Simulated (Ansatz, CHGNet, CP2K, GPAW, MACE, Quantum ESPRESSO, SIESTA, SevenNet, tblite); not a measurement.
# SIESTA runs on random packing of C72N28 (at. %) (57 atoms)

How do the settings of SIESTA change the result for random packing of C72N28 (at. %) (57 atoms)? A plane-wave run serves as the yardstick.

Calculated with SIESTA 5.4.2; the method is named at each step.

## (1) The starting structure

The cell holds 57 atoms: 41 C and 16 N. Cell: a = 7.976 Å, b = 7.976 Å, c = 7.976 Å, α = 90.0°, β = 90.0°, γ = 90.0°. 57 atoms (41 C, 16 N) packed at random in a cube at 2.35 g/cm³ and pushed apart as soft spheres; a start for melting by ab initio MD, not an equilibrated structure. Then every atom was moved at random, 0.02 Å r.m.s. a Cartesian component.

The yardstick, on the same geometry:

| Property | Result |
| --- | --- |
| method | Kohn-Sham DFT, PBE, SSSP efficiency 1.3.0 pseudopotentials, plane waves (Quantum ESPRESSO 7.5); sssp-pbe-1.3.0-efficiency, cutoffs 60/480 Ry, Γ point |
| r.m.s. force component | 1.973 eV/Å |
| longest force | 7.252 eV/Å |
| pressure | -26.83 GPa |
| time | 80 s on 2 MPI ranks of Arm Neoverse V1, shared host |
| CPU time | 2.7 min |

## (2) PBE, DZP, shift 0.01 Ry, mesh 500 Ry

Method: Kohn-Sham DFT, PBE, PseudoDojo 0.4.1 norm-conserving pseudopotentials (converted to PSML), numerical atomic orbitals (DZP), diagonalisation.

The .psml files are PseudoDojo norm-conserving potentials that we converted to this format, checked against plane waves on the same files for H, C, O, Si, Ge and Ca alone.

The input, input.fdf:

```
SystemLabel cell
NumberOfAtoms 57
NumberOfSpecies 2
%block ChemicalSpeciesLabel
  1 6 C
  2 7 N
%endblock ChemicalSpeciesLabel
LatticeConstant 1.0 Ang
%block LatticeVectors
  7.97600 0.00000 0.00000
  0.00000 7.97600 0.00000
  0.00000 0.00000 7.97600
%endblock LatticeVectors
PAO.BasisSize DZP
PAO.EnergyShift 0.01 Ry
XC.Functional GGA
XC.Authors PBE
MeshCutoff 500 Ry
%block kgrid_Monkhorst_Pack
  1 0 0 0.0
  0 1 0 0.0
  0 0 1 0.0
%endblock kgrid_Monkhorst_Pack
SolutionMethod diagon
OccupationFunction FD
ElectronicTemperature 580 K
SCF.Mixer.Method Pulay
SCF.Mixer.Weight 0.05
SCF.Mixer.History 8
SCF.Mix Hamiltonian
MaxSCFIterations 300
SCF.DM.Tolerance 1e-04
SCF.H.Tolerance 1.0e-3 eV
WriteForces T
Write.HirshfeldPop T
Write.VoronoiPop T
Write.DM F
Write.H F
XML.Write F
AtomicCoordinatesFormat Fractional
%block AtomicCoordinatesAndAtomicSpecies
  0.00597 0.48401 0.83761 1
  0.03952 0.55713 0.56904 1
  0.05075 0.76972 0.79905 1
  0.39534 0.92633 0.34114 1
  0.76720 0.65280 0.98245 1
  0.48592 0.62900 0.68293 1
  0.92975 0.42733 0.40598 1
  0.57031 0.25726 0.21933 1
  0.65972 0.50303 0.85490 1
  0.53328 0.43183 0.60217 1
  0.60335 0.93100 0.79962 1
  0.41561 0.02347 0.85269 1
  0.17799 0.74598 0.39732 1
  0.94264 0.84054 0.50712 1
  0.33544 0.34414 0.92591 1
  0.47703 0.72881 0.87220 1
  0.35897 0.58317 0.47169 1
  0.97279 0.13377 0.69179 1
  0.28314 0.61800 0.76553 1
  0.88845 0.44348 0.01552 1
  0.56032 0.51569 0.40910 1
  0.89713 0.16892 0.48357 1
  0.06686 0.54878 0.19756 1
  0.65028 0.11986 0.37480 1
  0.72425 0.90960 0.09561 1
  0.27648 0.40991 0.70498 1
  0.00184 0.10682 0.95371 1
  0.27729 0.57015 0.16110 1
  0.07934 0.34865 0.03976 1
  0.17817 0.10737 0.82796 1
  0.80503 0.57418 0.58918 1
  0.55947 0.78419 0.21719 1
  0.28341 0.83779 0.66812 1
  0.03415 0.12622 0.28858 1
  0.66446 0.57388 0.20531 1
  0.80342 0.00912 0.66652 1
  0.54912 0.89248 0.58610 1
  0.57312 0.24164 0.70560 1
  0.75244 0.30615 0.60934 1
  0.98003 0.65620 0.00005 1
  0.48978 0.63071 0.07615 1
  0.84600 0.75906 0.20466 2
  0.75658 0.39030 0.25857 2
  0.10543 0.30856 0.78468 2
  0.31123 0.16108 0.23978 2
  0.26746 0.36654 0.21703 2
  0.06656 0.89363 0.14947 2
  0.72172 0.69154 0.41530 2
  0.16732 0.33820 0.43173 2
  0.17072 0.73263 0.04418 2
  0.79731 0.21338 0.91737 2
  0.12591 0.98736 0.41218 2
  0.31382 0.04280 0.04336 2
  0.69254 0.74638 0.77199 2
  0.42860 0.19422 0.48694 2
  0.83253 0.97627 0.29252 2
  0.56642 0.25409 0.00952 2
%endblock AtomicCoordinatesAndAtomicSpecies
```

Started as:

```
> OMP_NUM_THREADS=1 mpirun -np 2 siesta < input.fdf > output.txt
```

Output:

```text
Version         : 5.4.2
reinit: System Name:
reinit: System Label: cell
initatom: Reading input for the pseudopotentials and atomic orbitals ----------
Species number:   1 Atomic number:    6 Label: C
Species number:   2 Atomic number:    7 Label: N
Ground state valence configuration (from tables):   2s02  2p02  3d00  4f00
Ground state valence configuration (from tables):   2s02  2p03  3d00  4f00
---- Processing specs for species: C
GGA--PBE XC_GGA_X_PBE--XC_GGA_C_PBE pb
---- Processing specs for species: N
GGA--PBE XC_GGA_X_PBE--XC_GGA_C_PBE pb
C pseudopotential only contains V_ls up to l=1 -- lmxkb reset.
N pseudopotential only contains V_ls up to l=1 -- lmxkb reset.
Using PAO.SplitTailNorm
%block ChemicalSpeciesLabel
    1    6 C                       # Species index, atomic number, species label
    2    7 N                       # Species index, atomic number, species label
%endblock ChemicalSpeciesLabel
%block PAO.Basis                 # Define Basis set
C                     2                    # Species label, number of l-shells
 n=2   0   2                         # n, l, Nzeta
   4.484      3.048
   1.000      1.000
 n=2   1   2 P   1                   # n, l, Nzeta, Polarization, NzetaPol
   5.436      3.692
   1.000      1.000
N                     2                    # Species label, number of l-shells
 n=2   0   2                         # n, l, Nzeta
   3.944      2.617
   1.000      1.000
 n=2   1   2 P   1                   # n, l, Nzeta, Polarization, NzetaPol
   4.781      3.167
   1.000      1.000
%endblock PAO.Basis
coor:   Atomic-coordinates input format  =     Fractional
siesta: System type = bulk
initatomlists: Number of atoms, orbitals, and projectors:     57   741   456
siesta: ******************** Simulation parameters ****************************
Total number of electrons:   244.000000
Total ionic charge:   244.000000
 Kpoints in:            1 . Kpoints trimmed:            1
siesta: k-grid: Number of k-points = 1
siesta: k-points from Monkhorst-Pack grid
siesta: k-cutoff (effective) =     3.988 Ang
siesta: k-point supercell and displacements
siesta: k-grid:     1     0     0      0.000
siesta: k-grid:     0     1     0      0.000
siesta: k-grid:     0     0     1      0.000
                     ====================================
                        Single-point calculation
                     ====================================
outcell: Unit cell vectors (Ang):
        7.976000    0.000000    0.000000
        0.000000    7.976000    0.000000
        0.000000    0.000000    7.976000
outcell: Cell vector modules (Ang)   :    7.976000    7.976000    7.976000
outcell: Cell angles (23,13,12) (deg):     90.0000     90.0000     90.0000
outcell: Cell volume (Ang**3)        :    507.4058
Gamma-point calculation with multiply-connected orbital pairs
Gamma-point calculation with multiply-connected orbital pairs
Folding of H and S implicitly performed
Folding of H and S implicitly performed
new_DM -- step:     1
Initializing Density Matrix...
Attempting to read DM from file... Failed...
DM filled with atomic data:
InitMesh: MESH = 108 x 108 x 108 = 1259712
InitMesh: Mesh cutoff (required, used) =   500.000   506.733 Ry
stepf: Fermi-Dirac step function
        iscf     Eharris(eV)        E_KS(eV)     FreeEng(eV)     dDmax    Ef(eV) dHmax(eV)
   scf:    1   -10981.093243   -11000.674568   -11000.828197  1.416378 -4.222527  7.906075
   scf:    2   -11019.931357   -11013.209914   -11013.410238  0.151882 -4.243860  3.019780
   scf:    3   -11017.415805   -11015.957338   -11016.189386  0.067439 -4.273012  1.749025
   scf:    4   -11017.705167   -11017.037194   -11017.282993  0.034379 -4.322156  0.986951
   scf:    5   -11017.651449   -11017.411513   -11017.665369  0.026580 -4.364883  0.893033
   scf:    6   -11017.810938   -11017.660297   -11017.914569  0.015143 -4.417058  0.461842
[...]
scf:   19   -11017.846812   -11017.846814   -11018.104329  0.000139 -4.538118  0.001662
   scf:   20   -11017.846803   -11017.846809   -11018.104330  0.000052 -4.538170  0.001084
   scf:   21   -11017.846787   -11017.846798   -11018.104332  0.000052 -4.538197  0.000771
SCF Convergence by DM+H criterion
max |DM_out - DM_in|         :     0.0000519290
max |H_out - H_in|      (eV) :     0.0007707427
SCF cycle converged after 21 iterations
Using DM_out to compute the final energy and forces
siesta: E_KS(eV) =           -11017.8468
siesta: E_KS - E_eggbox =    -11017.8468
siesta: Atomic forces (eV/Ang):
     1   -0.586075   -2.379820    2.027203
     2   -3.137316    0.227638   -0.060553
     3    1.122301   -0.723465    0.713089
     4    1.539137   -1.432754    0.094553
     5    1.660246   -2.265545   -0.382093
     6   -2.358632   -1.431170   -0.141660
[...]
55    3.456141   -1.035036    0.409115
    56   -1.429191    0.222802   -2.145482
    57    0.108644    0.982854    3.953957
----------------------------------------
   Tot   -0.003421   -0.000601    0.006764
----------------------------------------
   Max    5.645430
   Res    1.941816    sqrt( Sum f_i^2 / 3N )
----------------------------------------
   Max    5.645430    constrained
Stress tensor Voigt[x,y,z,yz,xz,xy] (kbar):      275.49      244.49      235.31      -70.46      -26.47      -23.62
(Free)E + p*V (eV/cell)   -11097.8369
Target enthalpy (eV/cell)   -11018.1043
siesta: Program's energy decomposition (eV):
siesta: Ebs     =     -2859.988670
siesta: Eions   =     18790.418639
siesta: Ena     =      4655.876355
siesta: Ekin    =      6615.851047
siesta: Enl     =      -230.870639
siesta: DEna    =       171.185221
siesta: DUscf   =         5.550828
siesta: Ex      =     -3149.603834
siesta: Ec      =      -295.417137
siesta: Exc     =     -3445.020971
siesta: Eharris =    -11017.846787
siesta: Etot    =    -11017.846798
siesta: FreeEng =    -11018.104332
siesta: Final energy (eV):
siesta:  Band Struct. =   -2859.988670
siesta:       Kinetic =    6615.851047
siesta:       Hartree =    1578.300833
siesta:         Exch. =   -3149.603834
siesta:         Corr. =    -295.417137
siesta:   Exch.-corr. =   -3445.020971
siesta:  Ion-electron =   -8891.852327
siesta:       Ion-ion =   -6875.125380
siesta:         Total =  -11017.846798
siesta:         Fermi =      -4.538197
siesta: Stress tensor (static) (eV/Ang**3):
siesta:     0.171946   -0.014744   -0.016523
siesta:    -0.014744    0.152600   -0.043975
siesta:    -0.016523   -0.043975    0.146867
siesta: Cell volume =        507.405810 Ang**3
siesta: Pressure (static):
siesta:                Solid            Molecule  Units
siesta:          -0.00171145         -0.00170095  Ry/Bohr**3
siesta:          -0.15713773         -0.15617408  eV/Ang**3
siesta:        -251.76239981       -250.21846859  kBar
    Orbital volume contribution        =          19.654883 eV
    (Free)E + p_basis*V_orbitals       =      -10998.449448 eV
    (Free)Eharris+ p_basis*V_orbitals  =      -10998.449438 eV
Hirshfeld Atomic Populations:
Atom #   charge [q] valence [e]  Species
     1     0.000829    3.999171  C
     2    -0.008041    4.008041  C
     3     0.045898    3.954102  C
     4     0.060557    3.939443  C
     5     0.002817    3.997183  C
     6    -0.007535    4.007535  C
[...]
42    -0.000862    5.000862  N
    43    -0.036752    5.036752  N
    44     0.007430    4.992570  N
    45     0.015742    4.984258  N
    46     0.011712    4.988288  N
    47    -0.038352    5.038352  N
[...]
--------------------
 Total    -0.000020
Voronoi Atomic Populations:
Atom #   charge [q] valence [e]  Species
[...]
39     0.005117    3.994883  C
    40     0.025653    3.974347  C
    41     0.014038    3.985962  C
[...]
55    -0.079125    5.079125  N
    56    -0.053860    5.053860  N
    57    -0.099048    5.099048  N
--------------------
 Total    -0.000020
```

The job ended after 2.4 min (2 MPI ranks of Arm Neoverse V1, shared host; peak memory 1.2 GiB; 4.8 min of CPU time).

Banners, paths, timers and routine set-up lines are dropped from the logs unmarked, and long logs keep their key lines alone; longer cuts are marked.

Against the reference:

```yaml
r_m_s_force_component: 1.942 eV/Å
r_m_s_difference_of_force_components: 87.44 meV/Å
longest_difference_of_force_vectors: 309.2 meV/Å
force_difference_over_r_m_s_force: 4.432 %
slope_of_forces_against_the_reference_s: 0.9835
correlation_of_force_components: 0.9991
pressure: -25.18 GPa
pressure_difference: 1.658 GPa
```

Length of the force difference by element (eV/Å):

| element | atoms | mean | most |
| --- | --- | --- | --- |
| C | 41 | 0.13 | 0.27 |
| N | 16 | 0.15 | 0.31 |

Local excerpt of 9 atoms (numbers count through the whole input) about C25, whose charge lies farthest from its element's mean; x, y, z are measured from there.

| atom | x | y | z | distance (Å) | Hirshfeld charge (e) | Fx | Fy | Fz (eV/Å) |
| --- | --- | --- | --- | --- | --- | --- | --- | --- |
| C25 | 0.00 | 0.00 | 0.00 | 0.00 | -0.05 | -0.05 | -3.22 | 5.26 |
| N42 | 0.97 | -1.20 | 0.87 | 1.77 | 0.00 | 0.71 | 3.37 | -1.49 |
| N56 | 0.86 | 0.53 | 1.57 | 1.87 | -0.04 | -1.43 | 0.22 | -2.15 |
| C32 | -1.31 | -1.00 | 0.97 | 1.92 | -0.03 | -1.08 | 1.02 | -3.62 |
| C5 | 0.34 | -2.05 | -0.90 | 2.26 | 0.00 | 1.66 | -2.27 | -0.38 |
| C11 | -0.96 | 0.17 | -2.36 | 2.56 | 0.03 | 0.27 | -1.28 | -3.80 |
| N47 | 2.73 | -0.13 | 0.43 | 2.77 | -0.04 | 1.29 | -1.42 | -1.58 |
| C24 | -0.59 | 1.68 | 2.23 | 2.85 | 0.03 | -2.20 | 1.60 | -2.03 |
| C35 | -0.48 | -2.68 | 0.87 | 2.86 | 0.05 | -2.04 | -1.36 | 0.35 |

Forces lie 4.4 % from the reference's, at 1.8 times its CPU time.

## (3) PBE, SZP, shift 0.01 Ry, mesh 500 Ry

Method: Kohn-Sham DFT, PBE, PseudoDojo 0.4.1 norm-conserving pseudopotentials (converted to PSML), numerical atomic orbitals (SZP), diagonalisation.

Edit input.fdf of step 2 so:

```diff
@@ -13,3 +13,3 @@
 %endblock LatticeVectors
-PAO.BasisSize DZP
+PAO.BasisSize SZP
 PAO.EnergyShift 0.01 Ry
```

Output:

```text
Version         : 5.4.2
reinit: System Name:
reinit: System Label: cell
initatom: Reading input for the pseudopotentials and atomic orbitals ----------
Species number:   1 Atomic number:    6 Label: C
Species number:   2 Atomic number:    7 Label: N
Ground state valence configuration (from tables):   2s02  2p02  3d00  4f00
[... lines left out ...]
        iscf     Eharris(eV)        E_KS(eV)     FreeEng(eV)     dDmax    Ef(eV) dHmax(eV)
[... lines left out ...]
SCF Convergence by DM+H criterion
[... lines left out ...]
SCF cycle converged after 20 iterations
[... lines left out ...]
   Max    4.746770
[... lines left out ...]
   Max    4.746770    constrained
Stress tensor Voigt[x,y,z,yz,xz,xy] (kbar):      197.74      179.37      170.81      -62.50      -24.69      -10.91
[... lines left out ...]
siesta: FreeEng =    -11001.822425
[... lines left out ...]
siesta:         Fermi =      -4.815524
[... lines left out ...]
siesta:          -0.11399559         -0.11931684  eV/Ang**3
siesta:        -182.64106681       -191.16665616  kBar
    Orbital volume contribution        =          16.540711 eV
    (Free)E + p_basis*V_orbitals       =      -10985.281713 eV
    (Free)Eharris+ p_basis*V_orbitals  =      -10985.281718 eV
Hirshfeld Atomic Populations:
Atom #   charge [q] valence [e]  Species
     1    -0.001120    4.001120  C
     2    -0.004990    4.004990  C
     3     0.052994    3.947006  C
[...]
42    -0.008789    5.008789  N
    43    -0.049607    5.049607  N
    44    -0.010027    5.010027  N
[...]
--------------------
 Total    -0.000015
Voronoi Atomic Populations:
Atom #   charge [q] valence [e]  Species
[...]
40     0.034745    3.965255  C
    41     0.008958    3.991042  C
[...]
56    -0.074518    5.074518  N
    57    -0.112435    5.112435  N
--------------------
 Total    -0.000015
```

Wall time 1.9 min (2 MPI ranks); peak memory 1.1 GiB; 3.7 min of CPU time.

Compared with the plane-wave run:

| Quantity | Value |
| --- | --- |
| r.m.s. force component | 1.601 eV/Å |
| r.m.s. difference of force components | 558.9 meV/Å |
| longest difference of force vectors | 1702 meV/Å |
| force difference over r.m.s. force | 28.33 % |
| slope of forces against the reference's | 0.7892 |
| correlation of force components | 0.9724 |
| pressure | -18.26 GPa |
| pressure difference | 8.57 GPa |

This is a coarse setting, run to see what it loses.

Against the first run (4.4 %), the force difference from the reference is 28 %, at 0.77 times the CPU time, with 513 basis functions against 741: the smaller basis costs accuracy.

(Continued in part 2 of 2.)

[Also dropped from logs without a mark: logging warnings of Python, and SIESTA's first energy breakdown and zero terms.]

[Logs are printed without paths, hosts, clocks, repeated set-up lines and the standing remarks that a program may print on its own settings, such as how far it seeks lower states.]

[Hosts, paths, dates, database ids (printed as entryN), source tags and the programs' standing remarks are cut or masked in the printed files.]
